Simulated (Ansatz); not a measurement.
# O on W(110): change of the work function

How does O on the hollow site change the work function of W(110) as the layer fills?

Method: plane-wave DFT, PBE, Ansatz PAW, in Ansatz 0.2.0.

## Step 1: The starting structure

The cell holds 4 atoms: 4 W. Its edges and angles: a = 2.737 Å, b = 2.737 Å, c = 24.703 Å, α = 90.0°, β = 90.0°, γ = 70.5°. Vacuum lies along c.

## Step 2: The clean slab

The bare slab comes first, as the zero from which every change is counted. The two lowest layers are held at bulk places and the upper ones relax. The dipole correction removes the false field that a one-sided slab makes across the periodic vacuum, so each face gets a flat vacuum level of its own.

The input, input.yaml:

```yaml
crystal:
  lattice:
    - [2.2344574285, -1.58, 0.0]
    - [2.2344574285, 1.58, 0.0]
    - [0.0, 0.0, 24.7033722856]
  atoms:
    - { symbol: W, position: [0.0, 0.0, 0.3643227287] }
    - { symbol: W, position: [0.5, 0.5, 0.4547742429] }
    - { symbol: W, position: [0.0, 0.0, 0.5452257571] }
    - { symbol: W, position: [0.5, 0.5, 0.6356772713] }
kpoints:
  mp_grid: { grid: [12, 12, 1] }
hamiltonian:
  xc: pbe
scf:
  occupations: { method: fermi_dirac, width: 0.1 }
  convergence: { dr2_threshold: 1.0e-08 }
efield:
  axis: 3
  dipole_correction: true
  ramp_position: 0.97
  ramp_width: 0.06
relax:
  f_tol: 0.02
  max_steps: 60
  constraints: [{ sites: [0, 1] }]
output:
  write_potential: true
  write_density: true
  volumetric_format: npy
```

Started as:

```bash
$ ansatz run input.yaml --threads 4 --pin off --max-ram 6144MiB --backend cpu --events-out ev --progress --plain --runs-dir out
```

Numbers of over 12 decimals in the logs are rounded to 6 here.

The log of the run:

```text
Engine: ansatz 0.2.0, aarch64-unknown-linux-gnu
Pseudopotentials: kind: paw
Pseudopotential: W, paw, valence charge 14, recommended cutoff 420 eV (normal), W.paw.azcp
Functional definition: PBE
  parameter kappa = 0.804
  parameter beta = 0.066725
  exchange = pbe_x(kappa = kappa, mu = beta*pi^2/3)
  correlation = pbe_c(beta = beta)
Crystal: 4 atoms, lattice volume = 174.428 Å³
Basis set: ecut = 420 eV, 3461 PW (Γ), exchange–correlation on 40×40×360 points (8 copies of the dense FFT grid, shifted against one another)
Bands: 34, of which v1, the nominal top of the filled ones, is band 28 counted from 1 (27 counted from 0)
Symmetry: 4 space group operations
k-points: 43 of 144
Non-local potential: W, projectors of the file, l = 0: 3, l = 1: 2, l = 2: 2, l = 3: 1
PAW form: soft (Blöchl's): semilocal exchange-correlation on the pseudo side does not see the compensation charge
PAW one-centre angular grid: W, 590 points (default); XC on 64 Gauss nodes
Initial density: superposition of atomic densities (neutral atoms: chi_scale 0, normalization atom), corrected by the library's trained network
Initial wavefunctions: pseudopotential atomic-orbital guess
Functional: x = pbe(κ = 0.804, μ = 0.219515), c = pbe(β = 0.066725)
SCF iter   1: F=—  HF=-41536.547941 eV  |F-HF|=—  |Δ(HF+E_count)|=         —  Δρ=9.69e-3  dr2=1.99e0  ethr=1.77e-3  p=0.000 e·Å  D=4.83e-14 V/Å  ΔV_dip=-0.00 eV  dr2_dipole=2.75e-7  V_vac-E_F(+/−)=5.06/5.06 eV  ⟨swp⟩=7.9  Hψ=15776  notcnv=0  defer=16
efield: sawtooth ramp at fractional position 0.9700 (set: `efield.ramp_position`, or a place that a band, a saddle search or an elastic batch's reference lends), width 0.0600; the density the first Hamiltonian is built on has a dipole p = 0.000 e·Å; the dipole correction subtracts the counter field D = 4.83e-14 V/Å, which shifts the + side's vacuum level by -0.00 eV against the − side's; the planar-averaged density in the ramp window peaks in size at 1.1e-5 e/Å³
automatic band count: the SCF goes on with 40 bands, as 34 were too few: the levels above may hold too much charge
preconditioner: auto → LDOS  [metal: Δε(μ)=0.044 eV  Ē_g=6.098 eV  σ=0.100 eV  W_gap=0.11  n_scr=16 (ndim 8)  ℏωp=13.8 eV  f_vac=0.562  D(μ)=3.18/eV (n_scr^D=14)  β→1.0]
SCF iter   2: F=—  HF=-41536.463453 eV  |F-HF|=—  |Δ(HF+E_count)|=   8.45e-2  Δρ=3.80e-3  dr2=1.53e-1  ethr=1.77e-3  p=-0.000 e·Å  D=-1.41e-5 V/Å  ΔV_dip=0.00 eV  dr2_dipole=9.41e-8  V_vac-E_F(+/−)=4.91/4.91 eV  ⟨swp⟩=2.0  Hψ=2409  notcnv=0  defer=46
SCF iter   3: F=—  HF=-41536.454051 eV  |F-HF|=—  |Δ(HF+E_count)|=   9.40e-3  Δρ=7.33e-4  dr2=4.77e-3  ethr=2.73e-4  p=-0.000 e·Å  D=-5.84e-6 V/Å  ΔV_dip=0.00 eV  dr2_dipole=2.39e-8  V_vac-E_F(+/−)=4.90/4.90 eV  ⟨swp⟩=1.9  Hψ=2195  notcnv=0  defer=48
SCF iter   4: F=—  HF=-41536.453642 eV  |F-HF|=—  |Δ(HF+E_count)|=   4.09e-4  Δρ=2.26e-4  dr2=2.83e-4  ethr=8.51e-6  p=-0.000 e·Å  D=-2.80e-6 V/Å  ΔV_dip=0.00 eV  dr2_dipole=3.72e-9  V_vac-E_F(+/−)=4.90/4.90 eV  ⟨swp⟩=2.2  Hψ=2210  notcnv=0  defer=48
SCF iter   5: F=—  HF=-41536.453616 eV  |F-HF|=—  |Δ(HF+E_count)|=   2.57e-5  Δρ=8.21e-5  dr2=9.88e-6  ethr=5.05e-7  p=-0.000 e·Å  D=-1.58e-6 V/Å  ΔV_dip=0.00 eV  dr2_dipole=4.44e-10  V_vac-E_F(+/−)=4.90/4.90 eV  ⟨swp⟩=2.8  Hψ=2489  notcnv=0  defer=48
SCF iter   6: F=—  HF=-41536.453677 eV  |F-HF|=—  |Δ(HF+E_count)|=   6.09e-5  Δρ=1.85e-5  dr2=1.78e-6  ethr=1.76e-8  p=-0.000 e·Å  D=-3.96e-7 V/Å  ΔV_dip=0.00 eV  dr2_dipole=1.10e-14  V_vac-E_F(+/−)=4.90/4.90 eV  ⟨swp⟩=3.0  Hψ=2816  notcnv=0  defer=46
SCF iter   7: F=—  HF=-41536.453677 eV  |F-HF|=—  |Δ(HF+E_count)|=   1.78e-7  Δρ=5.89e-6  dr2=9.96e-8  ethr=3.18e-9  p=-0.000 e·Å  D=-1.01e-7 V/Å  ΔV_dip=0.00 eV  dr2_dipole=1.15e-12  V_vac-E_F(+/−)=4.90/4.90 eV  ⟨swp⟩=2.1  Hψ=2209  notcnv=0  defer=46
SCF iter   8: F=—  HF=-41536.453677 eV  |F-HF|=—  |Δ(HF+E_count)|=   1.72e-7  Δρ=2.09e-6  dr2=1.13e-8  ethr=1.79e-11  p=-0.000 e·Å  D=-5.65e-8 V/Å  ΔV_dip=0.00 eV  dr2_dipole=6.97e-14  V_vac-E_F(+/−)=4.90/4.90 eV  ⟨swp⟩=12.3  Hψ=12536  notcnv=0
SCF iter   9: F=-41536.453677 eV  HF=-41536.453677 eV  |F-HF|=2.90e-9  |Δ(HF+E_count)|=   2.45e-9  Δρ=6.34e-7  dr2=1.02e-9  ethr=1.79e-11  p=-0.000 e·Å  D=-1.55e-8 V/Å  ΔV_dip=0.00 eV  dr2_dipole=4.30e-15  V_vac-E_F(+/−)=4.90/4.90 eV  ⟨swp⟩=10.8  Hψ=10717  notcnv=0
SCF 1 converged in 9 iterations: F = -41536.453677 eV  dr2 = 1.02e-9
  greatest PAW one-centre occupation: 1.000 electrons in one spin orbital (limit 2), on the W atom at site 0 (counted from 0), in its partial waves of l = 0
relax step   1: F+E_penalty+E_count = -41536.45367728 eV  Δ(F+E_penalty+E_count) = +0.000e0 eV  max|allowed force component| = 6.535e-1 eV/Å  Δτ_max = 0.0000 Å  (9 SCF iters, accepted)
Bands: 40, of which v1, the nominal top of the filled ones, is band 28 counted from 1 (27 counted from 0)
Initial density: handed on by an earlier stage of this run
Initial wavefunctions: those handed on with the density
iter 1 solved again at ethr=9.58e-4 eV; its pass at ethr=3.10e-3 eV (dr2=5.36e-1 eV) is discarded
SCF iter   1: F=—  HF=-41536.451060 eV  |F-HF|=—  |Δ(HF+E_count)|=         —  Δρ=7.55e-3  dr2=5.51e-1  ethr=9.58e-4  p=-0.000 e·Å  D=-4.98e-7 V/Å  ΔV_dip=0.00 eV  dr2_dipole=8.25e-2  V_vac-E_F(+/−)=4.92/4.92 eV  ⟨swp⟩=1.6  Hψ=6453  notcnv=0  defer=49
efield: sawtooth ramp at fractional position 0.9700 (set: `efield.ramp_position`, or a place that a band, a saddle search or an elastic batch's reference lends), width 0.0600; the density the first Hamiltonian is built on has a dipole p = -0.000 e·Å; the dipole correction subtracts the counter field D = -4.98e-7 V/Å, which shifts the + side's vacuum level by +0.00 eV against the − side's; the planar-averaged density in the ramp window peaks in size at 4.2e-6 e/Å³
preconditioner: auto → LDOS  [metal: Δε(μ)=0.008 eV  Ē_g=6.108 eV  σ=0.100 eV  W_gap=0.02  n_scr=16 (ndim 8)  ℏωp=13.8 eV  f_vac=0.561  D(μ)=3.03/eV (n_scr^D=12)  β→1.0]
SCF iter   2: F=—  HF=-41536.439067 eV  |F-HF|=—  |Δ(HF+E_count)|=   1.20e-2  Δρ=5.12e-3  dr2=1.98e-1  ethr=9.58e-4  p=0.007 e·Å  D=7.37e-3 V/Å  ΔV_dip=-0.18 eV  dr2_dipole=2.51e-3  V_vac-E_F(+/−)=4.72/4.90 eV  ⟨swp⟩=2.7  Hψ=2768  notcnv=0  defer=49
SCF iter   3: F=—  HF=-41536.411540 eV  |F-HF|=—  |Δ(HF+E_count)|=   2.75e-2  Δρ=1.14e-3  dr2=8.39e-3  ethr=3.53e-4  p=0.005 e·Å  D=5.11e-3 V/Å  ΔV_dip=-0.13 eV  dr2_dipole=6.86e-5  V_vac-E_F(+/−)=4.79/4.91 eV  ⟨swp⟩=2.4  Hψ=2949  notcnv=0  defer=49
[...]
SCF iter   4: F=—  HF=-41536.466247 eV  |F-HF|=—  |Δ(HF+E_count)|=   1.02e-3  Δρ=1.79e-4  dr2=1.18e-4  ethr=9.14e-6  p=0.004 e·Å  D=3.68e-3 V/Å  ΔV_dip=-0.09 eV  dr2_dipole=5.74e-7  V_vac-E_F(+/−)=4.81/4.90 eV  ⟨swp⟩=2.5  Hψ=2483  notcnv=0  defer=49
SCF iter   5: F=—  HF=-41536.466260 eV  |F-HF|=—  |Δ(HF+E_count)|=   1.35e-5  Δρ=5.43e-5  dr2=8.97e-6  ethr=2.11e-7  p=0.003 e·Å  D=3.19e-3 V/Å  ΔV_dip=-0.08 eV  dr2_dipole=8.65e-7  V_vac-E_F(+/−)=4.82/4.90 eV  ⟨swp⟩=2.2  Hψ=2723  notcnv=0  defer=49
SCF iter   6: F=—  HF=-41536.466316 eV  |F-HF|=—  |Δ(HF+E_count)|=   5.58e-5  Δρ=1.68e-5  dr2=2.41e-6  ethr=1.60e-8  p=0.003 e·Å  D=2.93e-3 V/Å  ΔV_dip=-0.07 eV  dr2_dipole=2.53e-8  V_vac-E_F(+/−)=4.83/4.90 eV  ⟨swp⟩=2.8  Hψ=3011  notcnv=0  defer=49
SCF iter   7: F=—  HF=-41536.466316 eV  |F-HF|=—  |Δ(HF+E_count)|=   9.87e-8  Δρ=6.68e-6  dr2=1.22e-7  ethr=4.30e-9  p=0.003 e·Å  D=2.81e-3 V/Å  ΔV_dip=-0.07 eV  dr2_dipole=1.60e-9  V_vac-E_F(+/−)=4.83/4.90 eV  ⟨swp⟩=2.0  Hψ=2145  notcnv=0  defer=49
SCF iter   8: F=—  HF=-41536.466316 eV  |F-HF|=—  |Δ(HF+E_count)|=   1.35e-7  Δρ=2.67e-6  dr2=2.96e-8  ethr=2.18e-10  p=0.003 e·Å  D=2.77e-3 V/Å  ΔV_dip=-0.07 eV  dr2_dipole=8.00e-10  V_vac-E_F(+/−)=4.83/4.90 eV  ⟨swp⟩=3.0  Hψ=3071  notcnv=0  defer=49
SCF iter   9: F=-41536.466316 eV  HF=-41536.466316 eV  |F-HF|=3.74e-9  |Δ(HF+E_count)|=   1.98e-8  Δρ=7.34e-7  dr2=1.32e-9  ethr=1.79e-11  p=0.003 e·Å  D=2.76e-3 V/Å  ΔV_dip=-0.07 eV  dr2_dipole=5.96e-13  V_vac-E_F(+/−)=4.83/4.90 eV  ⟨swp⟩=11.1  Hψ=11214  notcnv=0
SCF 3 converged in 9 iterations: F = -41536.466316 eV  dr2 = 1.32e-9
relax step   3: F+E_penalty+E_count = -41536.46631625 eV  Δ(F+E_penalty+E_count) = -1.264e-2 eV  max|allowed force component| = 9.000e-2 eV/Å  Δτ_max = 0.0345 Å  (9 SCF iters, accepted)
SCF iter   1: F=—  HF=-41536.467006 eV  |F-HF|=—  |Δ(HF+E_count)|=         —  Δρ=7.95e-4  dr2=4.51e-3  ethr=1.73e-4  p=0.003 e·Å  D=2.76e-3 V/Å  ΔV_dip=-0.07 eV  dr2_dipole=5.29e-4  V_vac-E_F(+/−)=4.83/4.90 eV  ⟨swp⟩=2.1  Hψ=2956  notcnv=0  defer=49
efield: sawtooth ramp at fractional position 0.9700 (set: `efield.ramp_position`, or a place that a band, a saddle search or an elastic batch's reference lends), width 0.0600; the density the first Hamiltonian is built on has a dipole p = 0.003 e·Å; the dipole correction subtracts the counter field D = 2.76e-3 V/Å, which shifts the + side's vacuum level by -0.07 eV against the − side's; the planar-averaged density in the ramp window peaks in size at 2.5e-6 e/Å³
preconditioner: auto → LDOS  [metal: Δε(μ)=0.042 eV  Ē_g=6.069 eV  σ=0.100 eV  W_gap=0.10  n_scr=16 (ndim 8)  ℏωp=13.8 eV  f_vac=0.561  D(μ)=3.08/eV (n_scr^D=14)  β→1.0]
SCF iter   2: F=—  HF=-41536.466782 eV  |F-HF|=—  |Δ(HF+E_count)|=   2.25e-4  Δρ=3.58e-4  dr2=1.22e-3  ethr=8.05e-6  p=0.002 e·Å  D=2.05e-3 V/Å  ΔV_dip=-0.05 eV  dr2_dipole=4.65e-5  V_vac-E_F(+/−)=4.85/4.90 eV  ⟨swp⟩=2.0  Hψ=2582  notcnv=0  defer=49
SCF iter   3: F=—  HF=-41536.466693 eV  |F-HF|=—  |Δ(HF+E_count)|=   8.84e-5  Δρ=1.37e-4  dr2=1.44e-4  ethr=2.17e-6  p=0.002 e·Å  D=2.31e-3 V/Å  ΔV_dip=-0.06 eV  dr2_dipole=1.26e-5  V_vac-E_F(+/−)=4.84/4.90 eV  ⟨swp⟩=2.0  Hψ=2277  notcnv=0  defer=49
SCF iter   4: F=—  HF=-41536.466668 eV  |F-HF|=—  |Δ(HF+E_count)|=   2.55e-5  Δρ=3.26e-5  dr2=6.82e-6  ethr=2.57e-7  p=0.002 e·Å  D=2.20e-3 V/Å  ΔV_dip=-0.05 eV  dr2_dipole=8.20e-7  V_vac-E_F(+/−)=4.84/4.90 eV  ⟨swp⟩=3.4  Hψ=3097  notcnv=0  defer=49
SCF iter   5: F=—  HF=-41536.466723 eV  |F-HF|=—  |Δ(HF+E_count)|=   5.51e-5  Δρ=1.10e-5  dr2=2.53e-7  ethr=1.22e-8  p=0.002 e·Å  D=2.19e-3 V/Å  ΔV_dip=-0.05 eV  dr2_dipole=5.43e-9  V_vac-E_F(+/−)=4.84/4.90 eV  ⟨swp⟩=2.5  Hψ=2375  notcnv=0  defer=49
SCF iter   6: F=—  HF=-41536.466723 eV  |F-HF|=—  |Δ(HF+E_count)|=   2.64e-7  Δρ=4.53e-6  dr2=3.51e-8  ethr=4.52e-10  p=0.002 e·Å  D=2.20e-3 V/Å  ΔV_dip=-0.05 eV  dr2_dipole=1.68e-10  V_vac-E_F(+/−)=4.84/4.90 eV  ⟨swp⟩=2.8  Hψ=3016  notcnv=0  defer=49
SCF iter   7: F=-41536.466723 eV  HF=-41536.466723 eV  |F-HF|=5.69e-9  |Δ(HF+E_count)|=   7.88e-8  Δρ=1.73e-6  dr2=9.35e-9  ethr=1.79e-11  p=0.002 e·Å  D=2.20e-3 V/Å  ΔV_dip=-0.05 eV  dr2_dipole=1.03e-12  V_vac-E_F(+/−)=4.84/4.90 eV  ⟨swp⟩=11.5  Hψ=11409  notcnv=0
SCF 4 converged in 7 iterations: F = -41536.466723 eV  dr2 = 9.35e-9
relax step   4: F+E_penalty+E_count = -41536.46672319 eV  Δ(F+E_penalty+E_count) = -4.069e-4 eV  max|allowed force component| = 1.129e-2 eV/Å  Δτ_max = 0.0139 Å  (7 SCF iters, accepted)
NSCF: frozen V_eff on 43 k-points
the band table was solved once a step of the walk had ended and its energy, with any forces and stress, was formed, with the checks that follow a solve (9071 applications of the Hamiltonian). They found nothing against the state; the energy, forces and stress were not computed again (output.eigenvalues in the input reference)
WARN: The output density's exchange-correlation potential varies sharply where the density is thin. Do not read a vacuum level from v_tot or v_xc, or from such a field of the output density. On a cell that repeats whose density bears no net charge and no dipole along the vacuum's axis use v_es (v_loc + v_h of the components); under efield.dipole_correction with no amplitude use v_es + v_field, which holds any externa [...]
SCF converged after 7 iterations
Free energy (F): -41536.466723 eV
Harris-Foulkes:  -41536.466723 eV  (|F-HF|=5.69e-9)
Internal energy: -41536.366955 eV  (E = F + TS)
E sigma→0 (E₀):  -41536.416839 eV
Entropy (-TS):   -0.099768 eV (-24.942 meV/atom)
Fermi energy:    5.203880 eV
Dipole field:    D = 0.002197 V/Å  (p = 0.002118 e·Å, saw-weighted, corrected)
Work function:   Φ+ = 4.8447 eV   Φ− = 4.8989 eV
Levels:          The Fermi level and band energies are counted from a zero that moves with the ramp; work functions are not
--- Per-component energies (eV) ---
  E_band       = -1291.057248
  E_kinetic    = 1792.505388
  E_local      = -71121.558076  (includes V_loc(G=0)·N_el)
  E_nonlocal   = 4.576205
  E_hartree    = 34741.224890
  E_xc         = -1063.352008
  E_vxc        = -949.335306  (∫ρ·V_xc dr)
  E_paw        = -34249.938995  (= ΣΔE_a)
  E_vpaw       = -499.704010  (= ΣTr[D̂ρ^β])
  E_aug_tail   = -0.000235  (compensation charges beyond the density's cutoff)
  E_efield     = 0.000002  (sawtooth field / dipole correction)
  E_vefield    = -0.001025  (∫n·V_field dr)
  E_ewald      = 28360.175874
  E_smearing   = -0.099768  (= −TS)
  E_closure    = -0.000000  (closes the sum)
  Σ components = -41536.466723   (vs F -41536.466723, Δ=0.00e0)
--- Forces (eV/Å), atoms counted from 1 ---
  atom   1  W      0.00000000     0.00000000     0.36117714
  atom   2  W      0.00000000    -0.00000000    -0.34159757
  atom   3  W      0.00000000    -0.00000000    -0.00830034
  atom   4  W      0.00000000    -0.00000000    -0.01129449
  max |Σ_I F_I| component: 1.53e-5 eV/Å
--- Band table (eV; the first three rows and the last of 43) ---
  k-point 0: bands = [... 24 lower, 3.7540, 3.7892, 3.9762, 4.5401, 4.8127, 5.7605, 6.0199, 6.9297, ... 8 higher]
  k-point 1: bands = [... 24 lower, 3.5720, 3.7614, 4.1231, 4.4811, 4.8136, 5.3411, 6.2452, 6.7515, ... 8 higher]
  k-point 2: bands = [... 24 lower, 3.3977, 3.5331, 3.9616, 4.3822, 4.9156, 5.2947, 6.6226, 6.6532, ... 8 higher]
  k-point 42: bands = [... 24 lower, 3.7933, 5.7375, 5.8442, 6.2645, 6.3571, 6.8712, 7.2505, 8.8378, ... 8 higher]
--- Relaxed structure (4 steps of the walk, 3 accepted, 0 SCFs on fresh bases) ---
  F+E_penalty+E_count = -41536.46672319 eV   max|allowed force component| = 1.129e-2 eV/Å
  atoms:
    - { symbol: W, position: [0.0, 0.0, 0.3643227287] }
    - { symbol: W, position: [0.5, 0.5, 0.4547742429] }
    - { symbol: W, position: [-6.653931166577865e-19, 6.653931166577865e-19, 0.546759] }
    - { symbol: W, position: [0.5, 0.5, 0.635499] }
```

Elapsed: 27 s, on 4 threads of Arm Neoverse V1, shared host; peak memory 0.59 GiB; 1.8 min of CPU time.

Step by step:

| step | energy less that of the first step (eV) | largest force component (eV/Å) |
| --- | --- | --- |
| 1 | 0.0000 | 0.6535 |
| 2 | 0.0440 | 1.3654 |
| 3 | -0.0126 | 0.0900 |
| 4 | -0.0130 | 0.0113 |

Relaxation step 2 was tried and not accepted.

The run keeps the 4 symmetry operations that it works with, so distortions that break them were not tested.

The atoms that moved most (Å):

| atom | dx | dy | dz | length |
| --- | --- | --- | --- | --- |
| W3 | 0.000 | 0.000 | 0.038 | 0.038 |

Numbers from this step:

- energy at zero smearing: -41536.4168 eV
- work function, upper face: 4.845 eV
- work function, lower face: 4.899 eV
- dipole along the normal: 0.002118 e·Å
- step between the vacuum levels: -0.05428 eV

Running mean over 2.234 Å of the planar mean; the ramp of the sawtooth is left out. Electron's electrostatic potential energy less the Fermi level against z:

| z (Å) | electron's electrostatic potential energy less the Fermi level (eV) |
| --- | --- |
| 3.5 | 4.90 |
| 4.0 | 4.90 |
| 4.5 | 4.90 |
| 5.0 | 4.89 |
| 5.5 | 4.86 |
| 6.0 | 4.75 |
| 6.5 | 4.41 |
| 7.0 | 3.30 |
| 7.5 | -0.135 |
| 8.0 | -5.75 |
| 8.5 | -10.5 |
| 9.0 | -12.2 |
| 9.5 | -12.5 |
| 10.0 | -12.6 |
| 10.5 | -12.7 |
| 11.0 | -12.7 |
| 11.5 | -12.7 |
| 12.0 | -12.5 |
| 12.5 | -12.4 |
| 13.0 | -12.6 |
| 13.5 | -12.8 |
| 14.0 | -13.0 |
| 14.5 | -13.1 |
| 15.0 | -12.9 |
| 15.5 | -12.5 |
| 16.0 | -11.5 |
| 16.5 | -7.95 |
| 17.0 | -2.27 |
| 17.5 | 2.24 |
| 18.0 | 4.06 |
| 18.5 | 4.61 |
| 19.0 | 4.78 |
| 19.5 | 4.82 |
| 20.0 | 4.84 |
| 20.5 | 4.84 |
| 21.0 | 4.84 |
| 21.5 | 4.84 |

The relaxation took 4 steps and lowered the energy by 0.013 eV; the largest force on the free atoms ends at 0.011 eV/Å.

The work function of the upper face is 4.84 eV.

[end of part 1 of 3]

[Logs are printed without paths, hosts, clocks, repeated set-up lines and the standing remarks that a program may print on its own settings, such as how far it seeks lower states.]

[Hosts, paths, dates, database ids (printed as entryN), source tags and the programs' standing remarks are cut or masked in the printed files.]

[Maps of the electrostatic potential energy from Ansatz leave out the sawtooth potential of an applied field or a dipole correction, so their vacuum need not be flat; planar profiles and work functions include it.]
